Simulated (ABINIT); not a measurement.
# TlBr3 (Pm-3m): zone-centre phonons, part 2 of 3

Which modes does TlBr3 (Pm-3m) have at the zone centre?

ABINIT 10.8.3; DFT LDA, scalar-relativistic, plane waves, HGH norm-conserving pseudopotentials.

So far. Step 4 (Relaxing the cell and atoms): The volume changes by +1.5 % in this run and stands -9.2 % from the first cell. Step 5 (Self-consistent run for the response): The cell stands at -1.7 GPa: the relaxation ran with a smoothed and higher cutoff, and the difference is a stress of the finite basis. The relaxed cell has a = 5.344 Å (conventional setting).

The structure was built from a prototype and need not be the compound's stable phase.

### 6. Linear response at Γ

At q = 0 one unit cell holds all displacements. The response is solved for single atoms along the cell's directions, and symmetry skips those that follow from others. The crystal is treated as a metal, which screens a static field, so no field response is asked.

File dfpt_gamma.abi:

```

# common to the responses
getwfk_filepath "gso_WFK"
kptopt 2
nqpt 1
qpt 0.0 0.0 0.0
asr 0
chneut 0

# displacements
rfphon 1
rfatpol 1 4
rfdir 1 1 1
tolvrs 1.0d-10
prtwf 0

# basis, mesh and filling
ecut 20.0
ixc 7
ngkpt 6 6 6
nshiftk 1
shiftk 0.0 0.0 0.0
istwfk *1
occopt 3
tsmear 0.01
nband 19
nstep 100
diemac 1000000.0
prtebands 0
prtgsr 0

# cell and atoms
acell 3*1.0 Angstrom
rprim 
    5.343779005 0.0 0.0
    0.0 5.343779005 0.0
    0.0 0.0 5.343779005
ntypat 2
znucl 81 35
natom 4
typat 1 2 2 2
xred 
    0.0 0.0 0.0
    0.5 0.0 0.0
    0.0 0.5 0.0
    0.0 0.0 0.5
pp_dirpath "./pseudo"
pseudos "Tl.hgh, Br.hgh"
```

On the command line:

```console
> OMP_NUM_THREADS=1 mpirun -n 4 abinit dfpt_gamma.abi > dfpt_gamma.log
```

Numbers of over 12 decimals in the logs are rounded to 6 here.

dfpt_gamma.abo, the main output file:

```text
[banners, grids, parts of the stress and lines that vanish by symmetry left out]
- input  file    -> dfpt_gamma.abi
- output file    -> dfpt_gamma.abo
- root for input  files -> dfpt_gammai
- root for output files -> dfpt_gammao

 Symmetries : space group Pm -3 m (#221); Bravais cP (primitive cubic)
================================================================================
 Values of the parameters that define the memory need of the present run (RF).
     intxc =       0      iscf =       7    lmnmax =       6     lnmax =       6
     mgfft =      45  mpssoang =       3    mqgrid =    3001     natom =       4
  nloc_mem =       1    nspden =       1   nspinor =       1    nsppol =       1
      nsym =      48    n1xccc =       0    ntypat =       2    occopt =       3
   xclevel =       1
-    mband =          19        mffmem =           1         mkmem =          28
-   mkqmem =          28        mk1mem =          28           mpw =        4436
      nfft =       91125          nkpt =         112
- my_mband =          19
================================================================================
================================================================================

--------------------------------------------------------------------------------
------------- Echo of variables that govern the present computation ------------
--------------------------------------------------------------------------------
-
- outvars: echo of selected default values
-   iomode0 =  0 , fftalg0 =312 , wfoptalg0 =  0
-
- outvars: echo of global parameters not present in the input file
-  max_nthreads =    1
-
 -outvars: echo values of preprocessed input variables
 [... echo left out ...]
================================================================================

 chkinp: Checking input parameters for consistency.

[...]
== DATASET  1 ==================================================================
-   mpi_nproc: 4, omp_nthreads: 1 (-1 if OMP is not activated)

--- !DatasetInfo
iteration_state: {dtset: 1, }
dimensions: {natom: 4, nkpt: 112, mband: 19, nsppol: 1, nspinor: 1, nspden: 1, mpw: 4436, }
cutoff_energies: {ecut:  20.0, pawecutdg:  -1.0, }
electrons: {nelect:   2.40000000E+01, charge:   0.00000000E+00, occopt:   3.00000000E+00, tsmear:   1.00000000E-02, }
meta: {optdriver: 1, rfphon: 1, }
...

 mkfilename: getwfk from: gso_WFK

 Exchange-correlation functional for the present dataset will be:
  LDA: Perdew-Wang 92 LSD fit to Ceperley-Alder data - ixc=7
 Citation for XC functional:
  J.P.Perdew and Y.Wang, PRB 45, 13244 (1992)

 Real(R)+Recip(G) space primitive vectors, cartesian coordinates (Bohr,Bohr^-1):
 R(1)= 10.0982788  0.0000000  0.0000000  G(1)=  0.0990268  0.0000000  0.0000000
 R(2)=  0.0000000 10.0982788  0.0000000  G(2)=  0.0000000  0.0990268  0.0000000
 R(3)=  0.0000000  0.0000000 10.0982788  G(3)=  0.0000000  0.0000000  0.0990268
 Unit cell volume ucvol=  1.0297743E+03 bohr^3
 Angles (23,13,12)=  9.00000000E+01  9.00000000E+01  9.00000000E+01 degrees
 setup1 : take into account q-point for computing boxcut.

 getcut: wavevector=  0.0000  0.0000  0.0000  ngfft=  45  45  45
         ecut(hartree)=     20.000   => boxcut(ratio)=   2.16434

--- Pseudopotential description ------------------------------------------------
- pspini: atom type   1  psp file is ./pseudo/Tl.hgh

- pspini: atom type   2  psp file is ./pseudo/Br.hgh

   8.54428168E+02                                ecore*ucvol(ha*bohr**3)
--------------------------------------------------------------------------------

 ==>  initialize data related to q vector <==

 The list of irreducible perturbations for this q vector is:
    1)    idir= 1    ipert=   1
    2)    idir= 1    ipert=   2
    3)    idir= 2    ipert=   2

[...]
The perturbation idir=   2  ipert=   1 is
 symmetric of a previously calculated perturbation.
 So, its SCF calculation is not needed.

 The perturbation idir=   3  ipert=   1 is
 symmetric of a previously calculated perturbation.
 So, its SCF calculation is not needed.

 The perturbation idir=   3  ipert=   2 is
 symmetric of a previously calculated perturbation.
 So, its SCF calculation is not needed.

 The perturbation idir=   1  ipert=   3 is
 symmetric of a previously calculated perturbation.
 So, its SCF calculation is not needed.

[...]
The perturbation idir=   2  ipert=   4 is
 symmetric of a previously calculated perturbation.
 So, its SCF calculation is not needed.

 The perturbation idir=   3  ipert=   4 is
 symmetric of a previously calculated perturbation.
 So, its SCF calculation is not needed.

--------------------------------------------------------------------------------
 Perturbation wavevector (in red.coord.)   0.000000  0.000000  0.000000
 Perturbation : displacement of atom   1   along direction   1
 Found     8 symmetries that leave the perturbation invariant.

[...]
dfpt_looppert : total number of electrons, from k and k+q
  fully or partially occupied states are    2.400000E+01 and    2.400000E+01.
 Initialisation of the first-order wave-functions :
  ireadwf=   0

--- !BeginCycle
iteration_state: {dtset: 1, }
solver: {iscf: 7, nstep: 100, nline: 4, wfoptalg: 0, }
tolerances: {tolvrs: 1.00E-10, }
...

     iter   2DEtotal(Ha)        deltaE(Ha) residm    vres2
-ETOT  1   31.690284730628     -2.150E+01 4.497E-01 9.570E+04
 ETOT  2   2.050942     -2.964E+01 4.059E-02 1.752E+03
 ETOT  3   1.574557     -4.764E-01 4.007E-03 8.620E+02
 ETOT  4   1.406623     -1.679E-01 1.454E-03 5.332E+01
 ETOT  5   1.400641     -5.982E-03 3.636E-04 1.583E+00
[...]
At SCF step   12       vres2   =  4.79E-11 < tolvrs=  1.00E-10 =>converged.
[...]
Mean square residual over all n,k,spin=   26.888E-16; max=  11.625E-13

 Thirteen components of 2nd-order total energy (hartree) are
 1,2,3: 0th-order hamiltonian combined with 1st-order wavefunctions
     kin0=   5.21879098E+01 eigvalue=   5.52884311E+00  local=  -3.07068477E+01
 4,5,6: 1st-order hamiltonian combined with 1st and 0th-order wfs
 loc psp =  -1.07954600E+01  Hartree=   1.28396204E+01     xc=  -5.22270210E+00
 note that "loc psp" includes a xc core correction that could be resolved
 7,8,9: eventually, occupation + non-local contributions
    edocc=   7.71801455E+00     enl0=   9.44060811E+00   enl1=  -9.27754325E+01
 1-9 gives the relaxation energy (to be shifted if some occ is /=2.0)
   erelax=  -5.17854464E+01
 10,11,12 Non-relaxation  contributions : frozen-wavefunctions and Ewald
 fr.local=  -2.40373338E+01 fr.nonlo=   5.10907525E+01  Ewald=   2.61325507E+01
 13,14 Frozen wf xc core corrections (1) and (2)
 frxc 1  =   0.00000000E+00  frxc 2 =   0.00000000E+00
 Resulting in :
 2DEtotal=    0.1400522991E+01 Ha. Also 2DEtotal=    0.381101720436E+02 eV
    (2DErelax=   -5.1785446373E+01 Ha. 2DEnonrelax=    5.3185969364E+01 Ha)
    (  non-var. 2DEtotal :    1.4005231003E+00 Ha)

[...]
Perturbation wavevector (in red.coord.)   0.000000  0.000000  0.000000
 Perturbation : displacement of atom   2   along direction   1
 Found     8 symmetries that leave the perturbation invariant.

[...]
dfpt_looppert : total number of electrons, from k and k+q
  fully or partially occupied states are    2.400000E+01 and    2.400000E+01.
 Initialisation of the first-order wave-functions :
  ireadwf=   0

--- !BeginCycle
iteration_state: {dtset: 1, }
solver: {iscf: 7, nstep: 100, nline: 4, wfoptalg: 0, }
tolerances: {tolvrs: 1.00E-10, }
...

     iter   2DEtotal(Ha)        deltaE(Ha) residm    vres2
-ETOT  1   625.02689656560     -2.589E+02 2.046E+00 1.675E+06
[...]
At SCF step   13       vres2   =  7.81E-12 < tolvrs=  1.00E-10 =>converged.
[...]
Mean square residual over all n,k,spin=   67.206E-16; max=  28.613E-13

 Thirteen components of 2nd-order total energy (hartree) are
 1,2,3: 0th-order hamiltonian combined with 1st-order wavefunctions
     kin0=   8.33386863E+02 eigvalue=   5.95693414E+01  local=  -5.40527029E+02
 4,5,6: 1st-order hamiltonian combined with 1st and 0th-order wfs
 loc psp =  -5.87571933E+02  Hartree=   2.72546684E+02     xc=  -8.14887865E+01
 note that "loc psp" includes a xc core correction that could be resolved
 7,8,9: eventually, occupation + non-local contributions
    edocc=   4.54311777E+01     enl0=   2.89970762E+02   enl1=  -1.17020609E+03
 1-9 gives the relaxation energy (to be shifted if some occ is /=2.0)
   erelax=  -8.78889012E+02
 10,11,12 Non-relaxation  contributions : frozen-wavefunctions and Ewald
 fr.local=   1.52702016E+02 fr.nonlo=   5.77234217E+02  Ewald=   1.53977500E+02
 13,14 Frozen wf xc core corrections (1) and (2)
 frxc 1  =   0.00000000E+00  frxc 2 =   0.00000000E+00
 Resulting in :
 2DEtotal=    0.5024721004E+01 Ha. Also 2DEtotal=    0.136729624032E+03 eV
    (2DErelax=   -8.7888901155E+02 Ha. 2DEnonrelax=    8.8391373256E+02 Ha)
    (  non-var. 2DEtotal :    5.0247204729E+00 Ha)

[...]
Perturbation wavevector (in red.coord.)   0.000000  0.000000  0.000000
 Perturbation : displacement of atom   2   along direction   2
 Found     4 symmetries that leave the perturbation invariant.

--------------------------------------------------------------------------------

--------------------------------------------------------------------------------

 dfpt_looppert : total number of electrons, from k and k+q
  fully or partially occupied states are    2.400000E+01 and    2.400000E+01.
 Initialisation of the first-order wave-functions :
  ireadwf=   0

--- !BeginCycle
iteration_state: {dtset: 1, }
solver: {iscf: 7, nstep: 100, nline: 4, wfoptalg: 0, }
tolerances: {tolvrs: 1.00E-10, }
...

     iter   2DEtotal(Ha)        deltaE(Ha) residm    vres2
-ETOT  1   389.91105061645     -5.058E+02 1.632E+00 1.095E+06
[...]
ETOT 13 -0.230361     -1.489E-11 5.149E-12 7.249E-10
 ETOT 14 -0.230361     -1.205E-11 2.894E-13 6.160E-11

 At SCF step   14       vres2   =  6.16E-11 < tolvrs=  1.00E-10 =>converged.
[...]
Mean square residual over all n,k,spin=   56.304E-17; max=  28.941E-14

 Thirteen components of 2nd-order total energy (hartree) are
 1,2,3: 0th-order hamiltonian combined with 1st-order wavefunctions
     kin0=   8.98828547E+02 eigvalue=   5.89529548E+01  local=  -6.01580246E+02
 4,5,6: 1st-order hamiltonian combined with 1st and 0th-order wfs
 loc psp =  -5.14240229E+02  Hartree=   2.55028971E+02     xc=  -8.44294520E+01
 note that "loc psp" includes a xc core correction that could be resolved
 7,8,9: eventually, occupation + non-local contributions
    edocc=   2.72780394E+01     enl0=   3.41820433E+02   enl1=  -1.27755826E+03
 1-9 gives the relaxation energy (to be shifted if some occ is /=2.0)
   erelax=  -8.95899245E+02
 10,11,12 Non-relaxation  contributions : frozen-wavefunctions and Ewald
 fr.local=   2.52547681E+02 fr.nonlo=   6.46067726E+02  Ewald=  -2.94652313E+00
 13,14 Frozen wf xc core corrections (1) and (2)
 frxc 1  =   0.00000000E+00  frxc 2 =   0.00000000E+00
 Resulting in :
 2DEtotal=   -0.2303607205E+00 Ha. Also 2DEtotal=   -0.626843454136E+01 eV
    (2DErelax=   -8.9589924485E+02 Ha. 2DEnonrelax=    8.9566888413E+02 Ha)
    (  non-var. 2DEtotal :   -2.3036131257E-01 Ha)

[...]
---- first-order wavefunction calculations are completed ----

 ==> Compute Derivative Database <==

 [... matrices left out ...]
  Phonon wavevector (reduced coordinates) :  0.00000  0.00000  0.00000
 Phonon energies in Hartree :
  -2.347472E-04 -2.347472E-04 -2.347472E-04 -1.306084E-04 -1.306084E-04
  -1.306084E-04 -8.290809E-06 -8.290809E-06 -8.290808E-06  6.452657E-04
   6.452657E-04  6.452657E-04
 Phonon frequencies in cm-1    :
- -5.152106E+01 -5.152106E+01 -5.152106E+01 -2.866524E+01 -2.866524E+01
- -2.866524E+01 -1.819622E+00 -1.819622E+00 -1.819622E+00  1.416195E+02
-  1.416195E+02  1.416195E+02

== END DATASET(S) ==============================================================
================================================================================

 -outvars: echo values of variables after computation
            acell      1.8897261259E+00  1.8897261259E+00  1.8897261259E+00 Bohr
           etotal     -2.3036072050E-01
            fcart      0.0000000000E+00  0.0000000000E+00  0.0000000000E+00
           strten      0.0000000000E+00  0.0000000000E+00  0.0000000000E+00
================================================================================
```

It took 2.7 min on 4 MPI ranks of Arm Neoverse V1, shared host; 11 min of CPU time.

This step gave:

| Quantity | Value |
| --- | --- |
| largest acoustic frequency at the zone centre before the sum rule | -1.82 cm⁻¹ |
| highest optical zone-centre mode (no LO-TO term) | 141.6 cm⁻¹ |
| lowest optical zone-centre mode | -51.52 cm⁻¹ |

The acoustic modes at Γ come out as far as 1.8 cm⁻¹ from zero, where they should vanish, a small numerical error. The lowest optical mode is imaginary, 52i cm⁻¹, an instability at this level and on this k mesh.

(Continued in part 3 of 3.)

[Host names and launcher messages were left out of these logs when they were recorded.]

[Logs are printed without paths, hosts, clocks, repeated set-up lines and the standing remarks that a program may print on its own settings, such as how far it seeks lower states.]

[Hosts, paths, dates, database ids (printed as entryN), source tags and the programs' standing remarks are cut or masked in the printed files.]
